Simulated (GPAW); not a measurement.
# Core-hole calculation of the Si K edge in diamond-type (Si)₁₋ₓ(Ge)ₓ at x = 0.25

Aim: the Si K edge in diamond-type (Si)₁₋ₓ(Ge)ₓ at x = 0.25, one member of a composition series.

Program: GPAW 26.7.0. Level of theory: X-ray absorption from dipole matrix elements to empty bands, plane-wave PAW PBE. Results are calculated unless marked as measured.

This is a report of a sequence of runs, with most program output left out.

### Step 1. The structure

The cell holds 16 atoms: 4 Ge and 12 Si. Its edges and angles: a = 7.761 Å, b = 7.761 Å, c = 7.761 Å, α = 60.0°, β = 60.0°, γ = 60.0°. 16-atom diamond-type cell, 4 of 16 Si sites taken by Ge at random, lattice constants typed for the ends and interpolated (Vegard).

As a file:

```cif
data_structure
_symmetry_space_group_name_H-M 'P 1'
_symmetry_Int_Tables_number 1
_cell_length_a 7.7609
_cell_length_b 7.7609
_cell_length_c 7.7609
_cell_angle_alpha 60.000
_cell_angle_beta 60.000
_cell_angle_gamma 60.000
_cell_volume 330.53
loop_
_atom_site_label
_atom_site_type_symbol
_atom_site_fract_x
_atom_site_fract_y
_atom_site_fract_z
_atom_site_occupancy
Ge1 Ge 0.00046 0.00420 0.00128 1
Si2 Si 0.12547 0.12200 0.12674 1
Si3 Si 0.00114 0.00025 0.50276 1
Si4 Si 0.12467 0.12693 0.62403 1
Si5 Si 0.99850 0.49697 0.00134 1
Ge6 Ge 0.12348 0.62655 0.12766 1
Si7 Si 0.00066 0.50549 0.50055 1
Si8 Si 0.12320 0.62468 0.62829 1
Ge9 Ge 0.49800 0.99904 0.99909 1
Si10 Si 0.62645 0.12416 0.12405 1
Si11 Si 0.49720 0.00161 0.50062 1
Ge12 Ge 0.62383 0.12875 0.62591 1
Si13 Si 0.49961 0.50091 0.00048 1
Si14 Si 0.62598 0.62543 0.12481 1
Si15 Si 0.50111 0.49929 0.49775 1
Si16 Si 0.62293 0.62391 0.62456 1
```

### Step 2. Relaxation

Bond lengths around the absorber set the edge shape, so the atoms are relaxed before any spectrum.

Contents of relax.py:

```python
import numpy as np
from ase import Atoms
from ase.parallel import parprint, paropen
from gpaw import GPAW, PW, FermiDirac, Mixer, MixerDif, setup_paths
from ase.optimize import BFGS

atoms = Atoms('GeSi4GeSi2GeSi2GeSi4',
    cell=[[0, 5.48775, 5.48775],
     [5.48775, 0, 5.48775],
     [5.48775, 5.48775, 0]],
    scaled_positions=[[0.000459, 0.004204, 0.001283],
     [0.125471, 0.121999, 0.126744],
     [0.001139, 0.000248, 0.502762],
     [0.124667, 0.126933, 0.624032],
     [0.998495, 0.496968, 0.001336],
     [0.123485, 0.626547, 0.127659],
     [0.000663, 0.505494, 0.500548],
     [0.1232, 0.624676, 0.628287],
     [0.497997, 0.999038, 0.99909],
     [0.626445, 0.124158, 0.124054],
     [0.497196, 0.001608, 0.500615],
     [0.623828, 0.128753, 0.625905],
     [0.499605, 0.500906, 0.000478],
     [0.625982, 0.625433, 0.12481],
     [0.501108, 0.499295, 0.497751],
     [0.622929, 0.623913, 0.624564]],
    pbc=True)
atoms.calc = GPAW(legacy_gpaw=True, mode=PW(400, force_complex_dtype=True), xc='PBE', setups={},
    kpts={'size': (3, 3, 3), 'gamma': True}, occupations=FermiDirac(0.08),
    charge=0, mixer=Mixer(0.1, 5, 50), maxiter=150,
    convergence={'density': 0.0001, 'eigenstates': 1e-6}, txt='relax.txt')
steps = []
opt = BFGS(atoms, logfile='-')
opt.attach(lambda: steps.append([atoms.get_potential_energy(), float(np.linalg.norm(atoms.get_forces(), axis=1).max())]))
done = opt.run(fmax=0.05, steps=30)
out = dict(done=bool(done), steps=steps, frac=atoms.get_scaled_positions().tolist())
import json
with paropen('out.json', 'w') as f:
    json.dump(out, f)
```

Run with:

```bash
OMP_NUM_THREADS=1 mpirun -n 4 gpaw python relax.py
```

Wall time 1.7 min (4 MPI ranks of Intel Xeon Platinum 8259CL at 2.50GHz (Skylake/Cascade Lake), shared host); peak memory 0.3 GiB; 6.8 min of CPU time.

In 4 steps the energy fell by 161 meV (energies extrapolated to zero smearing) and the largest force to 0.034 eV/Å. Atom 2 (Si; the text counts from 1, the script from 0) is among those that moved most, by 0.05 Å.

### Step 3. The field without a hole

A plain self-consistent run shows whether there is a gap, which decides the set-up of the core-hole run.

Contents of scf.py:

```python
import numpy as np
from ase import Atoms
from ase.parallel import parprint, paropen
from gpaw import GPAW, PW, FermiDirac, Mixer, MixerDif, setup_paths
from gpaw.test import gen
setup_paths.insert(0, '.')
gen('Si', name='nch1s', xcname='PBE', corehole=(1, 0, 0), write_xml=True)
from gpaw.mpi import world
world.barrier()

atoms = Atoms('GeSi4GeSi2GeSi2GeSi4',
    cell=[[0, 5.48775, 5.48775],
     [5.48775, 0, 5.48775],
     [5.48775, 5.48775, 0]],
    scaled_positions=[[0.9981364, 0.0062648, 0.9984853],
     [0.1217417, 0.126827, 0.1310746],
     [0.004387, 0.9988047, 0.5011508],
     [0.1260387, 0.1298417, 0.6202109],
     [0.9986172, 0.4969494, 0.0009137],
     [0.1255555, 0.6216475, 0.1273079],
     [0.9970905, 0.5014975, 0.5054808],
     [0.124736, 0.6253385, 0.6273997],
     [0.498416, 0.9982925, 0.0044763],
     [0.621389, 0.1282943, 0.1281743],
     [0.4979154, 0.9992005, 0.4984111],
     [0.6263179, 0.1274525, 0.619836],
     [0.5038265, 0.4985207, 0.9985852],
     [0.6267886, 0.6200299, 0.1259113],
     [0.4979178, 0.5055975, 0.4975027],
     [0.6237928, 0.6256214, 0.6250185]],
    pbc=True)
atoms.calc = calc = GPAW(legacy_gpaw=True, mode=PW(400, force_complex_dtype=True), xc='PBE', setups={2: 'nch1s'},
    kpts={'size': (3, 3, 3), 'gamma': True}, occupations=FermiDirac(0.05),
    charge=0, mixer=Mixer(0.1, 5, 50), maxiter=150,
    convergence={'density': 0.0001, 'eigenstates': 1e-6}, txt='scf.txt')
energy = atoms.get_potential_energy() + calc.get_reference_energy()
ef = calc.get_fermi_level()
out = dict(energy=energy, fermi=ef, forces=atoms.get_forces().tolist())
parprint(f'all-electron energy {energy:.4f} eV, Fermi level {ef:.4f} eV')
ev = np.array([[calc.get_eigenvalues(k, s) for k in range(len(calc.get_ibz_k_points()))] for s in range(calc.get_number_of_spins())])
out['homo'], out['lumo'], out['counts'] = ev[ev < ef].max(), ev[ev > ef].min(), sorted(set((ev < ef).sum((0, 2)).tolist()))
out['filled'] = (ev[:, 0] < ef).sum(1).tolist()
import json
with paropen('out.json', 'w') as f:
    json.dump(out, f)
```

Run with:

```bash
OMP_NUM_THREADS=1 mpirun -n 4 gpaw python scf.py
```

Run time: 39 s. Hardware: 4 MPI ranks; peak memory 0.29 GiB.

The mesh shows a gap of 0.38 eV. The excited electron is kept all the same, so that all members of the series, with or without a gap, are treated alike.

### Step 4. Reference energy of the cell

The photon energy needs a difference of total energies, so the cell and mesh of the coming hole run are first run without a hole.

scf.py, as its differences from that of step 3:

```diff
@@ -32,3 +32,3 @@
 atoms.calc = calc = GPAW(legacy_gpaw=True, mode=PW(400, force_complex_dtype=True), xc='PBE', setups={2: 'nch1s'},
-    kpts={'size': (3, 3, 3), 'gamma': True}, occupations=FermiDirac(0.05),
+    kpts={'size': (3, 3, 3), 'gamma': True}, occupations=FermiDirac(0.02),
     charge=0, mixer=Mixer(0.1, 5, 50), maxiter=150,
```

It took 37 s on 4 MPI ranks; peak memory 0.29 GiB; 2.5 min of CPU time.

Reference energy: -323108.987 eV with the cores included.

### Step 5. Spectrum with XCH, Si atom 3

The holes are 7.8 Å apart. In GPAW the data set carries the hole's charge, so charge=0 means a charged cell and charge=-1 a neutral one. The excited electron is kept in the cell, where it fills the lowest empty states and screens the hole. After the field has converged, empty bands are computed with the density fixed and the dipole matrix elements are summed.

The absorber has 1 Si at 2.35 Å, 1 Si at 2.36 Å, 1 Si at 2.37 Å and 1 Ge at 2.40 Å (tetrahedral).

Contents of xas.py:

```python
import numpy as np
from ase import Atoms
from ase.parallel import parprint, paropen
from gpaw import GPAW, PW, FermiDirac, Mixer, MixerDif, setup_paths
from gpaw.test import gen
setup_paths.insert(0, '.')
gen('Si', name='fch1s', xcname='PBE', corehole=(1, 0, 1), write_xml=True)
from gpaw.mpi import world
world.barrier()

atoms = Atoms('GeSi4GeSi2GeSi2GeSi4',
    cell=[[0, 5.48775, 5.48775],
     [5.48775, 0, 5.48775],
     [5.48775, 5.48775, 0]],
    scaled_positions=[[0.9981364, 0.0062648, 0.9984853],
     [0.1217417, 0.126827, 0.1310746],
     [0.004387, 0.9988047, 0.5011508],
     [0.1260387, 0.1298417, 0.6202109],
     [0.9986172, 0.4969494, 0.0009137],
     [0.1255555, 0.6216475, 0.1273079],
     [0.9970905, 0.5014975, 0.5054808],
     [0.124736, 0.6253385, 0.6273997],
     [0.498416, 0.9982925, 0.0044763],
     [0.621389, 0.1282943, 0.1281743],
     [0.4979154, 0.9992005, 0.4984111],
     [0.6263179, 0.1274525, 0.619836],
     [0.5038265, 0.4985207, 0.9985852],
     [0.6267886, 0.6200299, 0.1259113],
     [0.4979178, 0.5055975, 0.4975027],
     [0.6237928, 0.6256214, 0.6250185]],
    pbc=True)
atoms.calc = calc = GPAW(legacy_gpaw=True, mode=PW(400, force_complex_dtype=True), xc='PBE', setups={2: 'fch1s'},
    kpts={'size': (3, 3, 3), 'gamma': True}, occupations=FermiDirac(0.04),
    charge=-1, mixer=Mixer(0.1, 5, 50), maxiter=150,
    convergence={'density': 0.0001, 'eigenstates': 1e-6}, txt='scf.txt')
energy = atoms.get_potential_energy() + calc.get_reference_energy()
ef = calc.get_fermi_level()
out = dict(energy=energy, fermi=ef, forces=atoms.get_forces().tolist())
parprint(f'all-electron energy {energy:.4f} eV, Fermi level {ef:.4f} eV')
ev = np.array([[calc.get_eigenvalues(k, s) for k in range(len(calc.get_ibz_k_points()))] for s in range(calc.get_number_of_spins())])
out['homo'], out['lumo'], out['counts'] = ev[ev < ef].max(), ev[ev > ef].min(), sorted(set((ev < ef).sum((0, 2)).tolist()))
out['filled'] = (ev[:, 0] < ef).sum(1).tolist()

from ase.units import Ha
from gpaw.xas import dipole_matrix_elements
nb = int(calc.get_number_of_electrons() / 2) + 169
top, nb = nb, nb + 8 + nb // 12
nscf = calc.fixed_density(kpts={'size': (4, 4, 4), 'gamma': True}, nbands=nb,
    convergence={'bands': top, 'eigenstates': 5e-3}, maxiter=60, txt='nscf.txt')
cell = atoms.cell.array
ops = [cell.T @ U.T @ np.linalg.inv(cell.T) for U in nscf.wfs.kd.symmetry.op_scc]
filled = [32]  # bands filled in the ground state, by spin
E = np.arange(-6, 30, 0.1)
fwhm = np.interp(E, [4, 25], [0.9, 3.5])
Y, X, zero, highest = 0, 0, 1e9, 1e9
for spin in range(nscf.get_number_of_spins()):
    wfs = nscf.wfs
    mine = wfs.bd.get_slice()  # this rank's bands
    A = dipole_matrix_elements(wfs.setups[2])
    eps = np.zeros((wfs.kd.nibzkpts, nb))
    d = np.zeros((3, A.shape[1], wfs.kd.nibzkpts, nb), complex)
    for kpt in wfs.kpt_u:
        if kpt.s == spin and 2 in kpt.P_ani:
            eps[kpt.k, mine] = kpt.eps_n * Ha
            d[:, :, kpt.k, mine] = (kpt.weight * wfs.nspins / 2) ** 0.5 * np.inner(A, kpt.P_ani[2])
    world.sum(eps)
    world.sum(d)
    T = np.einsum('amkn,bmkn->abkn', d, d.conj()).real
    T = sum(np.einsum('ai,ijkn,bj->abkn', R, T, R) for R in ops) / len(ops)
    empty = np.ones_like(eps, bool) & (np.arange(nb) >= filled[spin])
    zero, highest = min(zero, eps[empty].min()), min(highest, eps[:, top - 1].min())
    lines = [(eps, T, empty)] if spin == 0 else lines + [(eps, T, empty)]
for eps, T, empty in lines:
    f = np.einsum('aakn->akn', T).reshape(3, -1)
    x = eps.ravel() - zero
    w = np.interp(x, E, fwhm) / 2.35482
    g = np.exp(-0.5 * ((E[:, None] - x) / w) ** 2) / (w * (2 * np.pi) ** 0.5)
    Y = Y + (f * empty.ravel()) @ g.T
    X = X + (f * ~empty.ravel()) @ g.T
out.update(E=E.round(2).tolist(), xas=Y.tolist(), xes=X.tolist(), zero=zero, valid=highest - zero, nk=len(eps), nb=nb)
for i in range(0, len(E), 10):
    parprint(f'{E[i]:7.2f}', *(f'{v:10.3e}' for v in Y[:, i]))
import json
with paropen('out.json', 'w') as f:
    json.dump(out, f)
```

Run with:

```bash
OMP_NUM_THREADS=1 mpirun -n 4 gpaw python xas.py
```

Elapsed: 4.2 min, on 4 MPI ranks; peak memory 0.64 GiB; 17 min of CPU time.

The Si K spectrum, Si atom 3, excited-electron core hole (neutral cell) (energy from the bottom of the conduction band, which holds the excited electron; intensity scaled to a mean of 1 over the first 20 eV):

| E (eV) | isotropic | ε ∥ x | ε ∥ y |
| --- | --- | --- | --- |
| -2.0 | 0.00 | 0.00 | 0.00 |
| -1.0 | 0.00 | 0.00 | 0.00 |
| 0.0 | 0.15 | 0.17 | 0.14 |
| 1.0 | 1.07 | 1.09 | 1.05 |
| 2.0 | 1.29 | 1.28 | 1.29 |
| 3.0 | 1.45 | 1.38 | 1.49 |
| 4.0 | 1.73 | 1.71 | 1.75 |
| 5.0 | 0.98 | 1.03 | 0.98 |
| 6.0 | 0.87 | 0.87 | 0.86 |
| 7.0 | 1.34 | 1.37 | 1.33 |
| 8.0 | 0.79 | 0.82 | 0.78 |
| 9.0 | 1.02 | 1.02 | 1.02 |
| 10.0 | 1.11 | 1.08 | 1.12 |
| 11.0 | 0.94 | 0.93 | 0.95 |
| 12.0 | 1.02 | 1.01 | 1.02 |
| 13.0 | 1.10 | 1.08 | 1.11 |
| 14.0 | 0.93 | 0.91 | 0.93 |
| 15.0 | 0.72 | 0.71 | 0.72 |
| 16.0 | 0.72 | 0.70 | 0.73 |
| 17.0 | 0.81 | 0.78 | 0.82 |
| 18.0 | 0.81 | 0.81 | 0.81 |
| 19.0 | 0.77 | 0.80 | 0.76 |
| 20.0 | 0.76 | 0.78 | 0.75 |
| 21.0 | 0.74 | 0.75 | 0.74 |
| 22.0 | 0.69 | 0.69 | 0.68 |
| 23.0 | 0.66 | 0.67 | 0.65 |
| 24.0 | 0.72 | 0.73 | 0.71 |
| 25.0 | 0.83 | 0.83 | 0.83 |
| 26.0 | 0.89 | 0.89 | 0.89 |

Main maxima below 24 eV (height): 1.7 eV (1.39), 3.7 eV (1.81), 6.9 eV (1.35), 9.6 eV (1.15), 12.9 eV (1.11) and 17.5 eV (0.82). A K edge sees empty p states on the absorber.

The total-energy difference is 1851.65 eV. One term is added: -14.97 eV, since the hole is spin-paired here and a spin-polarised one costs that much less in the free atom (computed apart). The photon energy is then 1836.68 eV. The tabulated edge of the element is 1839 eV. The functional leaves an error of a few eV in such absolute values.

### Step 6. Cell without a hole, the energy reference

The absorbing element, whose data set is made anew, changes for the next run, so it gets a reference energy of its own.

scf.py, as its differences from that of step 4:

```diff
@@ -6,3 +6,3 @@
 setup_paths.insert(0, '.')
-gen('Si', name='nch1s', xcname='PBE', corehole=(1, 0, 0), write_xml=True)
+gen('Ge', name='nch1s', xcname='PBE', corehole=(1, 0, 0), write_xml=True)
 from gpaw.mpi import world
@@ -31,3 +31,3 @@
     pbc=True)
-atoms.calc = calc = GPAW(legacy_gpaw=True, mode=PW(400, force_complex_dtype=True), xc='PBE', setups={2: 'nch1s'},
+atoms.calc = calc = GPAW(legacy_gpaw=True, mode=PW(400, force_complex_dtype=True), xc='PBE', setups={0: 'nch1s'},
     kpts={'size': (3, 3, 3), 'gamma': True}, occupations=FermiDirac(0.02),
```

Run with:

```bash
OMP_NUM_THREADS=1 mpirun -n 4 gpaw python scf.py
```

It took 47 s on 4 MPI ranks; peak memory 0.29 GiB; 3.1 min of CPU time.

Reference energy: -323108.987 eV with the cores included.

### Step 7. Spectrum with XCH, Ge atom 1

The holes are 7.8 Å apart. The excited electron is kept in the cell, where it fills the lowest empty states and screens the hole. After the field has converged, empty bands are computed with the density fixed and the dipole matrix elements are summed.

The absorber has 2 Si at 2.39 Å, 1 Si at 2.40 Å and 1 Ge at 2.44 Å (tetrahedral).

xas.py, as its differences from that of step 5:

```diff
@@ -6,3 +6,3 @@
 setup_paths.insert(0, '.')
-gen('Si', name='fch1s', xcname='PBE', corehole=(1, 0, 1), write_xml=True)
+gen('Ge', name='fch1s', xcname='PBE', corehole=(1, 0, 1), write_xml=True)
 from gpaw.mpi import world
@@ -31,3 +31,3 @@
     pbc=True)
-atoms.calc = calc = GPAW(legacy_gpaw=True, mode=PW(400, force_complex_dtype=True), xc='PBE', setups={2: 'fch1s'},
+atoms.calc = calc = GPAW(legacy_gpaw=True, mode=PW(400, force_complex_dtype=True), xc='PBE', setups={0: 'fch1s'},
     kpts={'size': (3, 3, 3), 'gamma': True}, occupations=FermiDirac(0.04),
@@ -53,3 +53,3 @@
 E = np.arange(-6, 30, 0.1)
-fwhm = np.interp(E, [4, 25], [0.9, 3.5])
+fwhm = np.interp(E, [4, 25], [1.96, 3.5])
 Y, X, zero, highest = 0, 0, 1e9, 1e9
@@ -58,3 +58,3 @@
     mine = wfs.bd.get_slice()  # this rank's bands
-    A = dipole_matrix_elements(wfs.setups[2])
+    A = dipole_matrix_elements(wfs.setups[0])
     eps = np.zeros((wfs.kd.nibzkpts, nb))
@@ -62,5 +62,5 @@
     for kpt in wfs.kpt_u:
-        if kpt.s == spin and 2 in kpt.P_ani:
+        if kpt.s == spin and 0 in kpt.P_ani:
             eps[kpt.k, mine] = kpt.eps_n * Ha
-            d[:, :, kpt.k, mine] = (kpt.weight * wfs.nspins / 2) ** 0.5 * np.inner(A, kpt.P_ani[2])
+            d[:, :, kpt.k, mine] = (kpt.weight * wfs.nspins / 2) ** 0.5 * np.inner(A, kpt.P_ani[0])
     world.sum(eps)
```

Run with:

```bash
OMP_NUM_THREADS=1 mpirun -n 4 gpaw python xas.py
```

Run time: 4.5 min. Hardware: 4 MPI ranks; peak memory 0.64 GiB; 18 min of CPU time.

The Ge K spectrum, Ge atom 1, excited-electron core hole (neutral cell) (energy from the bottom of the conduction band, which holds the excited electron; intensity scaled to a mean of 1 over the first 20 eV):

| E (eV) | isotropic | ε ∥ x | ε ∥ y |
| --- | --- | --- | --- |
| -2.0 | 0.00 | 0.00 | 0.00 |
| -1.0 | 0.02 | 0.02 | 0.03 |
| 0.0 | 0.19 | 0.18 | 0.20 |
| 1.0 | 0.62 | 0.60 | 0.62 |
| 2.0 | 1.06 | 1.06 | 1.05 |
| 3.0 | 1.35 | 1.39 | 1.32 |
| 4.0 | 1.44 | 1.48 | 1.42 |
| 5.0 | 1.23 | 1.22 | 1.24 |
| 6.0 | 1.02 | 0.98 | 1.03 |
| 7.0 | 1.07 | 1.04 | 1.08 |
| 8.0 | 1.05 | 1.02 | 1.06 |
| 9.0 | 0.97 | 0.95 | 0.98 |
| 10.0 | 1.03 | 1.03 | 1.02 |
| 11.0 | 1.04 | 1.06 | 1.03 |
| 12.0 | 1.06 | 1.07 | 1.05 |
| 13.0 | 1.07 | 1.09 | 1.07 |
| 14.0 | 1.03 | 1.05 | 1.02 |
| 15.0 | 0.94 | 0.95 | 0.93 |
| 16.0 | 0.86 | 0.88 | 0.85 |
| 17.0 | 0.85 | 0.88 | 0.84 |
| 18.0 | 0.88 | 0.88 | 0.87 |
| 19.0 | 0.84 | 0.82 | 0.85 |
| 20.0 | 0.78 | 0.76 | 0.79 |
| 21.0 | 0.74 | 0.73 | 0.75 |
| 22.0 | 0.72 | 0.72 | 0.72 |
| 23.0 | 0.68 | 0.68 | 0.68 |
| 24.0 | 0.67 | 0.66 | 0.68 |
| 25.0 | 0.74 | 0.73 | 0.74 |
| 26.0 | 0.86 | 0.86 | 0.86 |

Main maxima below 26 eV (height): 3.8 eV (1.45), 7.4 eV (1.09), 12.8 eV (1.08) and 18.0 eV (0.88). 

The energy difference (zero at 11138 eV) isn't read as a photon energy: for so heavy an absorber the terms left out (the hole's spin, the functional's error) amount to tens of eV or more.

### Step 8. Results

```yaml
absorber_and_edge: Si K, atom 3 of the ground-state input (counted from 1)
surroundings: 1 Si at 2.35 Å, 1 Si at 2.36 Å, 1 Si at 2.37 Å and 1 Ge at 2.40 Å (tetrahedral)
highest_intensity_below_16_ev: 3.7 eV above the zero, height 1.81
photon_energy_of_the_zero_with_the_added_terms: 1836.7 eV (raw 1851.7 eV; uncertain by a few eV)
```

The Si K edge of atom 3, with 1 Si at 2.35 Å, 1 Si at 2.36 Å, 1 Si at 2.37 Å and 1 Ge at 2.40 Å (tetrahedral), has its highest intensity of the first 16 eV at 3.7 eV above the zero, near 1840 eV in photon energy (uncertain by a few eV), 1.8 times the mean level of the first 20 eV (Gaussian full width 0.9 eV up to 4 eV, rising linearly to 3.5 eV at 25 eV). The mesh is coarse (0.25 Å⁻¹ between points), so small maxima may be mesh ripples.

[Logs are printed without paths, hosts, clocks, repeated set-up lines and the standing remarks that a program may print on its own settings, such as how far it seeks lower states.]

[Hosts, paths, dates, database ids (printed as entryN), source tags and the programs' standing remarks are cut or masked in the printed files.]

[Lists of maxima count a maximum above −3 eV only where it reaches 4 % of the highest in the window and stands out from its surroundings by 2 % of it (1.5 % where it reaches 55 %); shoulders and weaker maxima are passed over, and of the rest the first, up to two pre-edge ones and the few strongest are named.]
